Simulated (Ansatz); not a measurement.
# F on Mo(100): change of the work function

Aim: the work function of Mo(100) at several coverages of F (hollow site), and the dipole that each adsorbate carries.

Method: plane-wave DFT, PBE, Ansatz PAW, in Ansatz 0.2.0.

## Step 1: The structure

The cell holds 4 atoms: 4 Mo. Its edges and angles: a = 3.150 Å, b = 3.150 Å, c = 22.725 Å, α = 90.0°, β = 90.0°, γ = 90.0°. Vacuum lies along c.

## Step 2: The clean slab

The bare slab comes first, as the zero from which every change is counted. The two lowest layers are held at bulk places and the upper ones relax. The dipole correction removes the false field that a one-sided slab makes across the periodic vacuum, so each face gets a flat vacuum level of its own.

Contents of input.yaml:

```yaml
crystal:
  lattice:
    - [3.15, 0.0, 0.0]
    - [0.0, 3.15, 0.0]
    - [0.0, 0.0, 22.725]
  atoms:
    - { symbol: Mo, position: [0.5, 0.5, 0.396039604] }
    - { symbol: Mo, position: [0.0, 0.0, 0.4653465347] }
    - { symbol: Mo, position: [0.5, 0.5, 0.5346534653] }
    - { symbol: Mo, position: [0.0, 0.0, 0.603960396] }
kpoints:
  mp_grid: { grid: [12, 12, 1] }
hamiltonian:
  xc: pbe
scf:
  occupations: { method: fermi_dirac, width: 0.1 }
  convergence: { dr2_threshold: 1.0e-08 }
efield:
  axis: 3
  dipole_correction: true
  ramp_position: 0.97
  ramp_width: 0.06
relax:
  f_tol: 0.02
  max_steps: 60
  constraints: [{ sites: [0, 1] }]
output:
  write_potential: true
  write_density: true
  volumetric_format: npy
```

Command:

```bash
ansatz run input.yaml --threads 4 --pin off --max-ram 16384MiB --backend cpu --events-out ev --progress --plain --runs-dir out
```

The program printed:

```text
Engine: ansatz 0.2.0, aarch64-unknown-linux-gnu
Pseudopotentials: kind: paw
Pseudopotential: Mo, paw, valence charge 14, recommended cutoff 420 eV (normal), Mo.paw.azcp
Functional definition: PBE
  parameter kappa = 0.804
  parameter beta = 0.066725
  exchange = pbe_x(kappa = kappa, mu = beta*pi^2/3)
  correlation = pbe_c(beta = beta)
Crystal: 4 atoms, lattice volume = 225.489 Å³
Basis set: ecut = 420 eV, 4451 PW (Γ), exchange–correlation on 48×48×320 points (8 copies of the dense FFT grid, shifted against one another)
Bands: 34, of which v1, the nominal top of the filled ones, is band 28 counted from 1 (27 counted from 0)
Symmetry: 8 space group operations
k-points: 28 of 144
Non-local potential: Mo, projectors of the file, l = 0: 3, l = 1: 2, l = 2: 2, l = 3: 1
PAW form: soft (Blöchl's): semilocal exchange-correlation on the pseudo side does not see the compensation charge
PAW one-centre angular grid: Mo, 590 points (default); XC on 64 Gauss nodes
Initial density: superposition of atomic densities (neutral atoms: chi_scale 0, normalization atom), corrected by the library's trained network
Initial wavefunctions: pseudopotential atomic-orbital guess
Functional: x = pbe(κ = 0.804, μ = 0.219515), c = pbe(β = 0.066725)
SCF iter   1: F=—  HF=-19819.857183 eV  |F-HF|=—  |Δ(HF+E_count)|=         —  Δρ=6.46e-3  dr2=1.68e-1  ethr=1.77e-3  p=0.000 e·Å  D=5.31e-14 V/Å  ΔV_dip=-0.00 eV  dr2_dipole=4.23e-8  V_vac-E_F(+/−)=4.13/4.13 eV  ⟨swp⟩=7.9  Hψ=4534  notcnv=0
efield: sawtooth ramp at fractional position 0.9700 (set: `efield.ramp_position`, or a place that a band, a saddle search or an elastic batch's reference lends), width 0.0600; the density the first Hamiltonian is built on has a dipole p = 0.000 e·Å; the dipole correction subtracts the counter field D = 5.31e-14 V/Å, which shifts the + side's vacuum level by -0.00 eV against the − side's; the planar-averaged density in the ramp window peaks in size at 6.3e-6 e/Å³
preconditioner: auto → LDOS  [metal: Δε(μ)=0.004 eV  Ē_g=3.404 eV  σ=0.100 eV  W_gap=0.01  n_scr=42 (ndim 8)  ℏωp=12.1 eV  f_vac=0.620  D(μ)=5.04/eV (n_scr^D=18)  β→1.0]
SCF iter   2: F=—  HF=-19819.835507 eV  |F-HF|=—  |Δ(HF+E_count)|=   2.17e-2  Δρ=3.81e-3  dr2=6.65e-2  ethr=2.99e-4  p=-0.000 e·Å  D=-4.00e-6 V/Å  ΔV_dip=0.00 eV  dr2_dipole=5.03e-8  V_vac-E_F(+/−)=3.88/3.88 eV  ⟨swp⟩=2.1  Hψ=1706  notcnv=0
SCF iter   3: F=—  HF=-19819.832402 eV  |F-HF|=—  |Δ(HF+E_count)|=   3.10e-3  Δρ=9.68e-4  dr2=4.70e-3  ethr=1.19e-4  p=0.000 e·Å  D=4.44e-7 V/Å  ΔV_dip=-0.00 eV  dr2_dipole=8.26e-9  V_vac-E_F(+/−)=3.92/3.92 eV  ⟨swp⟩=2.0  Hψ=1362  notcnv=0
SCF iter   4: F=—  HF=-19819.832390 eV  |F-HF|=—  |Δ(HF+E_count)|=   1.28e-5  Δρ=2.83e-4  dr2=4.47e-4  ethr=8.39e-6  p=0.000 e·Å  D=1.14e-6 V/Å  ΔV_dip=-0.00 eV  dr2_dipole=1.89e-12  V_vac-E_F(+/−)=3.88/3.88 eV  ⟨swp⟩=2.2  Hψ=1282  notcnv=0
SCF iter   5: F=—  HF=-19819.832356 eV  |F-HF|=—  |Δ(HF+E_count)|=   3.39e-5  Δρ=7.75e-5  dr2=1.80e-5  ethr=7.98e-7  p=0.000 e·Å  D=1.07e-6 V/Å  ΔV_dip=-0.00 eV  dr2_dipole=2.30e-11  V_vac-E_F(+/−)=3.87/3.87 eV  ⟨swp⟩=2.6  Hψ=1580  notcnv=0
SCF iter   6: F=—  HF=-19819.832363 eV  |F-HF|=—  |Δ(HF+E_count)|=   7.48e-6  Δρ=2.58e-5  dr2=3.87e-6  ethr=3.22e-8  p=0.000 e·Å  D=6.49e-7 V/Å  ΔV_dip=-0.00 eV  dr2_dipole=3.10e-11  V_vac-E_F(+/−)=3.87/3.87 eV  ⟨swp⟩=2.8  Hψ=1817  notcnv=0
SCF iter   7: F=—  HF=-19819.832426 eV  |F-HF|=—  |Δ(HF+E_count)|=   6.27e-5  Δρ=7.78e-6  dr2=1.65e-7  ethr=6.91e-9  p=0.000 e·Å  D=3.86e-7 V/Å  ΔV_dip=-0.00 eV  dr2_dipole=2.72e-12  V_vac-E_F(+/−)=3.87/3.87 eV  ⟨swp⟩=2.1  Hψ=1328  notcnv=0
SCF iter   8: F=—  HF=-19819.832426 eV  |F-HF|=—  |Δ(HF+E_count)|=   2.54e-7  Δρ=2.79e-6  dr2=1.63e-8  ethr=2.94e-10  p=0.000 e·Å  D=2.09e-7 V/Å  ΔV_dip=-0.00 eV  dr2_dipole=4.63e-13  V_vac-E_F(+/−)=3.87/3.87 eV  ⟨swp⟩=2.8  Hψ=1941  notcnv=0
SCF iter   9: F=-19819.832426 eV  HF=-19819.832426 eV  |F-HF|=1.78e-9  |Δ(HF+E_count)|=   7.14e-8  Δρ=7.77e-7  dr2=2.00e-9  ethr=1.79e-11  p=0.000 e·Å  D=7.87e-8 V/Å  ΔV_dip=-0.00 eV  dr2_dipole=1.30e-14  V_vac-E_F(+/−)=3.87/3.87 eV  ⟨swp⟩=10.3  Hψ=6762  notcnv=0
SCF 1 converged in 9 iterations: F = -19819.832426 eV  dr2 = 2.00e-9
  greatest PAW one-centre occupation: 0.998 electrons in one spin orbital (limit 2), on the Mo atom at site 3 (counted from 0), in its partial waves of l = 0
relax step   1: F+E_penalty+E_count = -19819.83242618 eV  Δ(F+E_penalty+E_count) = +0.000e0 eV  max|allowed force component| = 1.563e0 eV/Å  Δτ_max = 0.0000 Å  (9 SCF iters, accepted)
Initial density: handed on by an earlier stage of this run
Initial wavefunctions: those handed on with the density
iter 1 solved again at ethr=1.37e-3 eV; its pass at ethr=3.10e-3 eV (dr2=7.67e-1 eV) is discarded
SCF iter   1: F=—  HF=-19819.972387 eV  |F-HF|=—  |Δ(HF+E_count)|=         —  Δρ=1.17e-2  dr2=8.97e-1  ethr=1.37e-3  p=0.000 e·Å  D=2.00e-6 V/Å  ΔV_dip=-0.00 eV  dr2_dipole=1.48e-1  V_vac-E_F(+/−)=3.95/3.95 eV  ⟨swp⟩=1.7  Hψ=3994  notcnv=0
efield: sawtooth ramp at fractional position 0.9700 (set: `efield.ramp_position`, or a place that a band, a saddle search or an elastic batch's reference lends), width 0.0600; the density the first Hamiltonian is built on has a dipole p = 0.000 e·Å; the dipole correction subtracts the counter field D = 2.00e-6 V/Å, which shifts the + side's vacuum level by -0.00 eV against the − side's; the planar-averaged density in the ramp window peaks in size at 3.6e-6 e/Å³
preconditioner: auto → LDOS  [metal: Δε(μ)=0.032 eV  Ē_g=3.589 eV  σ=0.100 eV  W_gap=0.08  n_scr=42 (ndim 8)  ℏωp=12.1 eV  f_vac=0.627  D(μ)=4.75/eV (n_scr^D=14)  β→1.0]
SCF iter   2: F=—  HF=-19819.959709 eV  |F-HF|=—  |Δ(HF+E_count)|=   1.27e-2  Δρ=6.99e-3  dr2=2.69e-1  ethr=1.37e-3  p=0.002 e·Å  D=1.33e-3 V/Å  ΔV_dip=-0.03 eV  dr2_dipole=5.55e-5  V_vac-E_F(+/−)=3.83/3.86 eV  ⟨swp⟩=2.6  Hψ=1633  notcnv=0
SCF iter   3: F=—  HF=-19819.938875 eV  |F-HF|=—  |Δ(HF+E_count)|=   2.08e-2  Δρ=3.48e-3  dr2=6.96e-2  ethr=4.81e-4  p=-0.001 e·Å  D=-5.15e-4 V/Å  ΔV_dip=0.01 eV  dr2_dipole=7.95e-4  V_vac-E_F(+/−)=3.89/3.88 eV  ⟨swp⟩=2.3  Hψ=1716  notcnv=0
SCF iter   4: F=—  HF=-19819.932358 eV  |F-HF|=—  |Δ(HF+E_count)|=   6.52e-3  Δρ=5.12e-4  dr2=1.23e-3  ethr=1.24e-4  p=-0.001 e·Å  D=-4.45e-4 V/Å  ΔV_dip=0.01 eV  dr2_dipole=5.08e-6  V_vac-E_F(+/−)=3.88/3.87 eV  ⟨swp⟩=2.0  Hψ=1281  notcnv=0
SCF iter   5: F=—  HF=-19819.932189 eV  |F-HF|=—  |Δ(HF+E_count)|=   1.69e-4  Δρ=2.46e-4  dr2=3.81e-4  ethr=2.19e-6  p=-0.000 e·Å  D=-3.42e-4 V/Å  ΔV_dip=0.01 eV  dr2_dipole=1.77e-5  V_vac-E_F(+/−)=3.88/3.87 eV  ⟨swp⟩=2.1  Hψ=1355  notcnv=0
[...]
SCF iter   4: F=—  HF=-19819.995783 eV  |F-HF|=—  |Δ(HF+E_count)|=   8.35e-4  Δρ=1.70e-4  dr2=7.94e-5  ethr=1.71e-5  p=0.002 e·Å  D=1.50e-3 V/Å  ΔV_dip=-0.03 eV  dr2_dipole=3.57e-8  V_vac-E_F(+/−)=3.83/3.87 eV  ⟨swp⟩=2.1  Hψ=1234  notcnv=0
SCF iter   5: F=—  HF=-19819.995790 eV  |F-HF|=—  |Δ(HF+E_count)|=   7.81e-6  Δρ=6.33e-5  dr2=2.25e-5  ethr=1.42e-7  p=0.002 e·Å  D=1.35e-3 V/Å  ΔV_dip=-0.03 eV  dr2_dipole=2.56e-6  V_vac-E_F(+/−)=3.83/3.86 eV  ⟨swp⟩=2.6  Hψ=1573  notcnv=0
SCF iter   6: F=—  HF=-19819.995792 eV  |F-HF|=—  |Δ(HF+E_count)|=   1.58e-6  Δρ=2.10e-5  dr2=1.94e-6  ethr=4.01e-8  p=0.002 e·Å  D=1.32e-3 V/Å  ΔV_dip=-0.03 eV  dr2_dipole=1.27e-7  V_vac-E_F(+/−)=3.83/3.86 eV  ⟨swp⟩=2.1  Hψ=1228  notcnv=0
SCF iter   7: F=—  HF=-19819.995852 eV  |F-HF|=—  |Δ(HF+E_count)|=   6.03e-5  Δρ=5.32e-6  dr2=1.22e-7  ethr=3.46e-9  p=0.002 e·Å  D=1.32e-3 V/Å  ΔV_dip=-0.03 eV  dr2_dipole=4.36e-9  V_vac-E_F(+/−)=3.83/3.86 eV  ⟨swp⟩=2.4  Hψ=1589  notcnv=0
SCF iter   8: F=—  HF=-19819.995852 eV  |F-HF|=—  |Δ(HF+E_count)|=   1.00e-7  Δρ=1.60e-6  dr2=1.75e-8  ethr=2.18e-10  p=0.002 e·Å  D=1.31e-3 V/Å  ΔV_dip=-0.03 eV  dr2_dipole=3.63e-9  V_vac-E_F(+/−)=3.83/3.86 eV  ⟨swp⟩=2.8  Hψ=1764  notcnv=0
SCF iter   9: F=-19819.995852 eV  HF=-19819.995852 eV  |F-HF|=9.71e-10  |Δ(HF+E_count)|=   8.04e-9  Δρ=5.20e-7  dr2=1.68e-9  ethr=1.79e-11  p=0.002 e·Å  D=1.32e-3 V/Å  ΔV_dip=-0.03 eV  dr2_dipole=8.97e-13  V_vac-E_F(+/−)=3.83/3.86 eV  ⟨swp⟩=9.5  Hψ=6427  notcnv=0
SCF 3 converged in 9 iterations: F = -19819.995852 eV  dr2 = 1.68e-9
relax step   3: F+E_penalty+E_count = -19819.99585247 eV  Δ(F+E_penalty+E_count) = -6.360e-2 eV  max|allowed force component| = 3.074e-2 eV/Å  Δτ_max = 0.0603 Å  (9 SCF iters, accepted)
SCF iter   1: F=—  HF=-19819.996165 eV  |F-HF|=—  |Δ(HF+E_count)|=         —  Δρ=8.57e-4  dr2=8.98e-3  ethr=9.06e-5  p=0.002 e·Å  D=1.32e-3 V/Å  ΔV_dip=-0.03 eV  dr2_dipole=1.81e-3  V_vac-E_F(+/−)=3.83/3.86 eV  ⟨swp⟩=1.9  Hψ=1536  notcnv=0
efield: sawtooth ramp at fractional position 0.9700 (set: `efield.ramp_position`, or a place that a band, a saddle search or an elastic batch's reference lends), width 0.0600; the density the first Hamiltonian is built on has a dipole p = 0.002 e·Å; the dipole correction subtracts the counter field D = 1.32e-3 V/Å, which shifts the + side's vacuum level by -0.03 eV against the − side's; the planar-averaged density in the ramp window peaks in size at 1.1e-6 e/Å³
preconditioner: auto → LDOS  [metal: Δε(μ)=0.033 eV  Ē_g=3.506 eV  σ=0.100 eV  W_gap=0.08  n_scr=42 (ndim 8)  ℏωp=12.1 eV  f_vac=0.625  D(μ)=4.83/eV (n_scr^D=14)  β→1.0]
SCF iter   2: F=—  HF=-19819.996021 eV  |F-HF|=—  |Δ(HF+E_count)|=   1.44e-4  Δρ=5.39e-4  dr2=2.47e-3  ethr=1.60e-5  p=0.001 e·Å  D=1.04e-3 V/Å  ΔV_dip=-0.02 eV  dr2_dipole=2.34e-5  V_vac-E_F(+/−)=3.84/3.86 eV  ⟨swp⟩=1.2  Hψ=1182  notcnv=0
SCF iter   3: F=—  HF=-19819.995899 eV  |F-HF|=—  |Δ(HF+E_count)|=   1.22e-4  Δρ=2.39e-4  dr2=4.91e-4  ethr=4.40e-6  p=0.002 e·Å  D=1.20e-3 V/Å  ΔV_dip=-0.03 eV  dr2_dipole=2.95e-5  V_vac-E_F(+/−)=3.83/3.86 eV  ⟨swp⟩=2.0  Hψ=1265  notcnv=0
SCF iter   4: F=—  HF=-19819.995857 eV  |F-HF|=—  |Δ(HF+E_count)|=   4.24e-5  Δρ=3.09e-5  dr2=3.13e-6  ethr=8.78e-7  p=0.002 e·Å  D=1.22e-3 V/Å  ΔV_dip=-0.03 eV  dr2_dipole=6.45e-9  V_vac-E_F(+/−)=3.83/3.86 eV  ⟨swp⟩=2.3  Hψ=1244  notcnv=0
SCF iter   5: F=—  HF=-19819.995925 eV  |F-HF|=—  |Δ(HF+E_count)|=   6.88e-5  Δρ=1.41e-5  dr2=1.17e-6  ethr=5.58e-9  p=0.002 e·Å  D=1.24e-3 V/Å  ΔV_dip=-0.03 eV  dr2_dipole=4.04e-8  V_vac-E_F(+/−)=3.83/3.86 eV  ⟨swp⟩=3.4  Hψ=1792  notcnv=0
SCF iter   6: F=—  HF=-19819.995926 eV  |F-HF|=—  |Δ(HF+E_count)|=   2.80e-7  Δρ=5.13e-6  dr2=1.86e-7  ethr=2.09e-9  p=0.002 e·Å  D=1.28e-3 V/Å  ΔV_dip=-0.03 eV  dr2_dipole=5.71e-10  V_vac-E_F(+/−)=3.83/3.86 eV  ⟨swp⟩=2.1  Hψ=1172  notcnv=0
SCF iter   7: F=—  HF=-19819.995926 eV  |F-HF|=—  |Δ(HF+E_count)|=   5.30e-8  Δρ=1.57e-6  dr2=1.27e-8  ethr=3.32e-10  p=0.002 e·Å  D=1.30e-3 V/Å  ΔV_dip=-0.03 eV  dr2_dipole=2.23e-9  V_vac-E_F(+/−)=3.83/3.86 eV  ⟨swp⟩=2.1  Hψ=1377  notcnv=0
SCF iter   8: F=-19819.995926 eV  HF=-19819.995926 eV  |F-HF|=1.34e-9  |Δ(HF+E_count)|=   1.53e-8  Δρ=7.40e-7  dr2=3.55e-9  ethr=1.79e-11  p=0.002 e·Å  D=1.31e-3 V/Å  ΔV_dip=-0.03 eV  dr2_dipole=4.23e-10  V_vac-E_F(+/−)=3.83/3.86 eV  ⟨swp⟩=9.5  Hψ=6468  notcnv=0
SCF 4 converged in 8 iterations: F = -19819.995926 eV  dr2 = 3.55e-9
relax step   4: F+E_penalty+E_count = -19819.99592565 eV  Δ(F+E_penalty+E_count) = -7.318e-5 eV  max|allowed force component| = 1.546e-2 eV/Å  Δτ_max = 0.0082 Å  (8 SCF iters, accepted)
NSCF: frozen V_eff on 28 k-points
the band table was solved once a step of the walk had ended and its energy, with any forces and stress, was formed, with the checks that follow a solve (4367 applications of the Hamiltonian). They found nothing against the state; the energy, forces and stress were not computed again (output.eigenvalues in the input reference)
WARN: The output density's exchange-correlation potential varies sharply where the density is thin. Do not read a vacuum level from v_tot or v_xc, or from such a field of the output density. On a cell that repeats whose density bears no net charge and no dipole along the vacuum's axis use v_es (v_loc + v_h of the components); under efield.dipole_correction with no amplitude use v_es + v_field, which holds any externa [...]
SCF converged after 8 iterations
Free energy (F): -19819.995926 eV
Harris-Foulkes:  -19819.995926 eV  (|F-HF|=1.34e-9)
Internal energy: -19819.831584 eV  (E = F + TS)
E sigma→0 (E₀):  -19819.913755 eV
Entropy (-TS):   -0.164342 eV (-41.086 meV/atom)
Fermi energy:    3.091665 eV
Dipole field:    D = 0.001336 V/Å  (p = 0.001665 e·Å, saw-weighted, corrected)
Work function:   Φ+ = 3.8304 eV   Φ− = 3.8607 eV
Levels:          The Fermi level and band energies are counted from a zero that moves with the ramp; work functions are not
--- Per-component energies (eV) ---
  E_band       = -1200.370314
  E_kinetic    = 1757.431237
  E_local      = -61048.384503  (includes V_loc(G=0)·N_el)
  E_nonlocal   = 576.034451
  E_hartree    = 29500.156884
  E_xc         = -728.348904
  E_vxc        = -908.366798  (∫ρ·V_xc dr)
  E_paw        = -12806.173053  (= ΣΔE_a)
  E_vpaw       = -577.392229  (= ΣTr[D̂ρ^β])
  E_aug_tail   = 0.000173  (compensation charges beyond the density's cutoff)
  E_efield     = 0.000001  (sawtooth field / dipole correction)
  E_vefield    = 0.001109  (∫n·V_field dr)
  E_ewald      = 22929.452132
  E_smearing   = -0.164342  (= −TS)
  E_closure    = -0.000000  (closes the sum)
  Σ components = -19819.995926   (vs F -19819.995926, Δ=0.00e0)
--- Forces (eV/Å), atoms counted from 1 ---
  atom   1  Mo     0.00000000     0.00000000     1.65152032
  atom   2  Mo    -0.00000000    -0.00000000    -1.62582730
  atom   3  Mo    -0.00000000     0.00000000    -0.01546452
  atom   4  Mo    -0.00000000    -0.00000000    -0.01025982
  max |Σ_I F_I| component: 3.13e-5 eV/Å
--- Band table (eV; the first three rows and the last of 28) ---
  k-point 0: bands = [... 24 lower, 2.2590, 2.3854, 2.7744, 2.7744, 2.9609, 3.1738, 3.5683, 4.0581, ... 2 higher]
  k-point 1: bands = [... 24 lower, 2.1366, 2.5640, 2.6745, 2.8675, 3.0661, 3.2840, 3.3118, 4.2016, ... 2 higher]
  k-point 2: bands = [... 24 lower, 1.7856, 2.4339, 2.6427, 2.8755, 3.0846, 3.3152, 3.7837, 4.2707, ... 2 higher]
  k-point 27: bands = [... 24 lower, 2.0985, 2.0985, 4.6522, 4.7294, 4.7294, 4.7682, 5.2975, 5.5297, ... 2 higher]
--- Relaxed structure (4 steps of the walk, 4 accepted, 0 SCFs on fresh bases) ---
  F+E_penalty+E_count = -19819.99592565 eV   max|allowed force component| = 1.546e-2 eV/Å
  atoms:
    - { symbol: Mo, position: [0.500000, 0.500000, 0.396039604] }
    - { symbol: Mo, position: [0.0, 0.0, 0.4653465347] }
    - { symbol: Mo, position: [0.500000, 0.500000, 0.537601] }
    - { symbol: Mo, position: [-7.781659e-18, 0, 0.598409] }
```

Elapsed: 18 s, on 4 threads of Arm Neoverse V1, shared host; peak memory 0.57 GiB; 70 s of CPU time.

Relaxation path:

```tsv
step	energy less that of the first step (eV)	largest force component (eV/Å)
1	0.0000	1.5631
2	-0.0998	1.2124
3	-0.1634	0.0307
4	-0.1635	0.0155
```

The run keeps the 8 symmetry operations that the program found, so distortions that break them were not tested.

The atoms that moved most (Å):

```tsv
atom	dx	dy	dz	length
Mo4	0.000	0.000	-0.126	0.126
Mo3	0.000	0.000	0.067	0.067
```

This step gave:

* energy at zero smearing: -19819.9138 eV
* work function, upper face: 3.830 eV
* work function, lower face: 3.861 eV
* dipole along the normal: 0.001665 e·Å
* step between the vacuum levels: -0.03036 eV

Running mean over 1.575 Å of the planar mean; the ramp of the sawtooth is left out. The electron's electrostatic potential energy less the Fermi level by z:

```tsv
z (Å)	electron's electrostatic potential energy less the Fermi level (eV)
3.0	3.86
3.5	3.86
4.0	3.86
4.5	3.86
5.0	3.85
5.5	3.83
6.0	3.78
6.5	3.62
7.0	3.14
7.5	1.63
8.0	-2.54
8.5	-8.12
9.0	-11.4
9.5	-12.1
10.0	-12.3
10.5	-12.3
11.0	-12.1
11.5	-12.0
12.0	-12.7
12.5	-14.0
13.0	-14.4
13.5	-12.9
14.0	-9.24
14.5	-3.63
15.0	1.07
15.5	2.98
16.0	3.54
16.5	3.73
17.0	3.80
17.5	3.82
18.0	3.83
18.5	3.83
19.0	3.83
19.5	3.83
```

The relaxation took 4 steps and lowered the energy by 0.16 eV; the largest force on the free atoms ends at 0.015 eV/Å.

The work function of the upper face is 3.83 eV.

(Continued in part 2 of 4.)

[Long decimals in the printed logs are rounded to 6 places.]

[Logs are printed without paths, hosts, clocks, repeated set-up lines and the standing remarks that a program may print on its own settings, such as how far it seeks lower states.]

[Hosts, paths, dates, database ids (printed as entryN), source tags and the programs' standing remarks are cut or masked in the printed files.]

[Maps of the electrostatic potential energy from Ansatz leave out the sawtooth potential of an applied field or a dipole correction, so their vacuum need not be flat; planar profiles and work functions include it.]
